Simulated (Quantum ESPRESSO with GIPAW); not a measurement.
# Cs2KYF6: from the crystal structure to its NMR spectrum, part 2 of 2

Aim: the magnetic shielding of every site in Cs2KYF6.

Quantum ESPRESSO with GIPAW; PBEsol.

So far. Step 2 (Self-consistent run): It converged in 12 cycles to an estimated accuracy of 1e-12 Ry, on 4 irreducible k-points.

## 3. Shieldings (continued)

Level of this step: DFT, PBEsol, plane-wave PAW (pslibrary 1.0.0 recipes), scalar-relativistic, GIPAW shieldings (Quantum ESPRESSO with GIPAW).

The f-sum rule is met to 0.019 of 80.3 (0.02 %). Converged shieldings require that this miss be small, but a small miss does not prove them.

From the symmetric part of each tensor, with principal values σ11 ≤ σ22 ≤ σ33: σ_iso is their mean, the span is σ33 − σ11 and the skew 3(σ_iso − σ22)/span. (gipaw.x prints an anisotropy in another convention.)

```
site  atom no.  atoms in cell  σ_iso (ppm)  span (ppm)  skew
  Cs         1              2         5650           0     -
   Y         3              1       2463.2         0.0     -
   K         4              1       1168.1         0.0     -
   F         5              6        176.6       216.1  1.00
```

The macroscopic shape term is switched off. For a spherical sample the valence susceptibility of this run would add about 8 ppm to every site, a rough estimate, since the susceptibility converges slowly and lacks part of the PAW terms. Differences within the crystal don't depend on it, but shieldings of different compounds can't be compared to better than a few ppm without it.

Cs, Y and K sit on cubic site symmetry, where the tensor must be isotropic. An axis of order three or more runs through F, so two principal values coincide and the skew is ±1. In this run the largest span is that of F (site symmetry 4mm), with principal values 104.6, 104.6 and 320.7 ppm.

## 4. NMR parameters by site

Spectra are read against a reference compound, and shifts rise as shieldings fall. A slope other than one corrects for the functional's tendency to overstate or understate differences of shielding.

Shifts follow from reference lines fitted to measured solids with this functional and these files. 19F: δ = (90.6 − σ) / 1.258, zero at CFCl3, fitted to 14 measured values, from BaF2, BaLiF3, CdF2, InF3, K3YF6, KF, LiF, MgF2 and NaF and others, with a scatter of 7.1 ppm r.m.s. (CaF2 and ScF3 fall off this line, as semilocal functionals put their cations' empty d or f shells too low, and are left out), on σ without the shape term. Kinds of site that fitted badly were split off after the misses were seen, so the scatter is that of the points kept.

Covalently bonded atoms count as neighbours within 1.18 times the sum of their radii. Otherwise a cation's neighbours lie within 1.2 times its shortest bond (1.3 for large cations, each anion's radius taken off where they differ), and an anion's are the cations that count it.

```csv
site,atom no.,atoms in cell,surroundings,bonds (Å),δ_iso (ppm)
Cs,1,2,CsF12,3.345,-
Y,3,1,YF6,2.163,-
K,4,1,KF6,2.560,-
F,5,6,bound to YKCs4,2.16 to 3.35,-68.4
```

Simulated spectrum: 19F MAS at 30 kHz, 9.4 T (376.7 MHz), lines broadened by 2 ppm; rigid lattice, with dipolar and J couplings left out. Its lines over 1.5 % of the strongest:

| δ (ppm) | area |
| --- | --- |
| 11.2 | 0.18 |
| -68.4 | 1.00 |
| -148.1 | 0.12 |
| -227.7 | 0.04 |

Spinning sidebands lie 79.6 ppm apart.

## 5. What goes wrong with a poor setting

One more run, with a slip of the kind that is easily made.

Contents of scf.in:

```
&control
  calculation = 'scf'
  prefix = 'x'
  outdir = './tmp/'
  pseudo_dir = './'
/
&system
  ibrav = 0
  nat = 10
  ntyp = 4
  ecutwfc = 55
  ecutrho = 330
  nbnd = 40
/
&electrons
  conv_thr = 1.0d-10
  mixing_beta = 0.7
  electron_maxstep = 100
/
ATOMIC_SPECIES
  Cs 132.905 Cs.pbesol-spnd-kjpaw_psl.1.0.0.UPF
  Y 88.906 Y.pbesol-spn-kjpaw_psl.1.0.0.UPF
  K 39.098 K.pbesol-spn-kjpaw_psl.1.0.0.UPF
  F 18.998 F.pbesol-n-kjpaw_psl.1.0.0.UPF
CELL_PARAMETERS angstrom
  0.00000000 4.72250000 4.72250000
  4.72250000 0.00000000 4.72250000
  4.72250000 4.72250000 0.00000000
ATOMIC_POSITIONS crystal
  Cs 0.75000000 0.75000000 0.75000000
  Cs 0.25000000 0.25000000 0.25000000
  Y 0.00000000 0.00000000 -0.00000000
  K 0.50000000 0.50000000 0.50000000
  F 0.77099290 0.77099290 0.22900710
  F 0.22900710 0.22900710 0.77099290
  F 0.77099290 0.22900710 0.77099290
  F 0.22900710 0.77099290 0.77099290
  F 0.22900710 0.77099290 0.22900710
  F 0.77099290 0.22900710 0.22900710
K_POINTS automatic
  3 3 3 0 0 0
```

Run with:

```sh
$ mpirun -np 4 pw.x -nk 4 -in scf.in > scf.out
```

This SCF reached its threshold; then the response:

Contents of nmr.in:

```
&inputgipaw
  job = 'nmr'
  prefix = 'x'
  tmp_dir = './tmp/'
  restart_mode = 'from_scratch'
  verbosity = 'low'
  q_gipaw = 0.01
  spline_ps = .true.
  conv_threshold = 1.0d-11
  use_nmr_macroscopic_shape = .false.
/
```

Run with:

```sh
$ mpirun -np 4 gipaw.x -in nmr.in > nmr.out
```

The log of the run:

```text
[banner, memory and clock lines left out]
[a note of our patched build left out]

     Parallelizing q-star over 1 images

     IMPORTANT: XC functional enforced from input :
     Exchange-correlation= PBESOL
                           (   1   4  10   8   0   0   0)
     Any further DFT definition will be discarded
     Please, verify this is what you really want

     Check: negative core charge=   -0.000002

     WARNING: the pseudopotential of Cs has no GIPAW data: results for this element lack core and reconstruction terms
     WARNING: the pseudopotential of Y has no GIPAW data: results for this element lack core and reconstruction terms
     WARNING: the pseudopotential of K has no GIPAW data: results for this element lack core and reconstruction terms
     WARNING: the pseudopotential of F has no GIPAW data: results for this element lack core and reconstruction terms
[...]
alpha_pv=     75.2238 eV

     spline_ps is .false., expect some extrapolation errors

     q-space interpolation up to    66.00 Rydberg

     GIPAW job: nmr
     NMR macroscopic correction: no
[...]
Cs      1    anisotropy:     -0.00    eta:    0.0000
[...]
Atom  2  Cs  pos: (  0.353553  0.353553  0.353553)  Total sigma:          98.65
[...]
Atom  3  Y   pos: (  0.000000  0.000000  0.000000)  Total sigma:          67.04
[...]
Y       3    anisotropy:      0.00    eta:    0.0000
[...]
Atom  4  K   pos: (  0.707107  0.707107  0.707107)  Total sigma:         117.69
[...]
K       4    anisotropy:      0.00    eta:    0.0000
[...]
Atom  5  F   pos: (  0.707107  0.707107  1.090349)  Total sigma:          67.71
[...]
F       5    anisotropy:     41.83    eta:    0.0000
[...]
Atom  6  F   pos: (  0.707107  0.707107  0.323865)  Total sigma:          67.71
[...]
Atom  7  F   pos: (  0.707107  1.090349  0.707107)  Total sigma:          67.71
[...]
Atom  8  F   pos: (  1.090349  0.707107  0.707107)  Total sigma:          67.71
[...]
Atom  9  F   pos: (  0.707107  0.323865  0.707107)  Total sigma:          67.71
[...]
Atom 10  F   pos: (  0.323865  0.707107  0.707107)  Total sigma:          67.71
[...]
```

Elapsed: 3.9 min, on 4 MPI ranks of Arm Neoverse V1, shared host; peak memory 0.68 GiB.

The run ends without an error, but the fault (files without GIPAW data) moves σ_iso of Cs by -5551.3 ppm (both without the shape term); the f-sum rule is missed by 0.019 electrons. Its numbers are not to be used. Without partial waves and core orbitals the core and reconstruction terms are missing.

## 6. Summary of results

```
19F shift                          : -68.4 ppm
89Y shielding without shape term   : 2463.2 ppm
133Cs shielding without shape term : 5650 ppm
39K shielding without shape term   : 1168.1 ppm
```

**Reading.** 19F has one site (bound to YKCs4), with isotropic shift -68.4 ppm. No sound run at another cutoff or mesh is at hand, so convergence rests on the f-sum rule and on experience with these files. Spin-orbit coupling is missing, which matters for Cs. The scalar-relativistic files are used with non-relativistic response operators, which weighs most on the heavy atoms' own shieldings. This build of gipaw.x prints that it is not audited and that its numbers are no references by themselves. It also reports spline_ps as false although the input sets it; why was not traced.

[Banner, clock, file and message-heading lines were taken out of the pw.x and gipaw.x logs.]

[Logs are printed without paths, hosts, clocks, repeated set-up lines and the standing remarks that a program may print on its own settings, such as how far it seeks lower states.]

[Hosts, paths, dates, database ids (printed as entryN), source tags and the programs' standing remarks are cut or masked in the printed files.]

[Where no reference line passes its bar on scatter, no shift is given, so a measured shift of this compound may stand uncompared.]
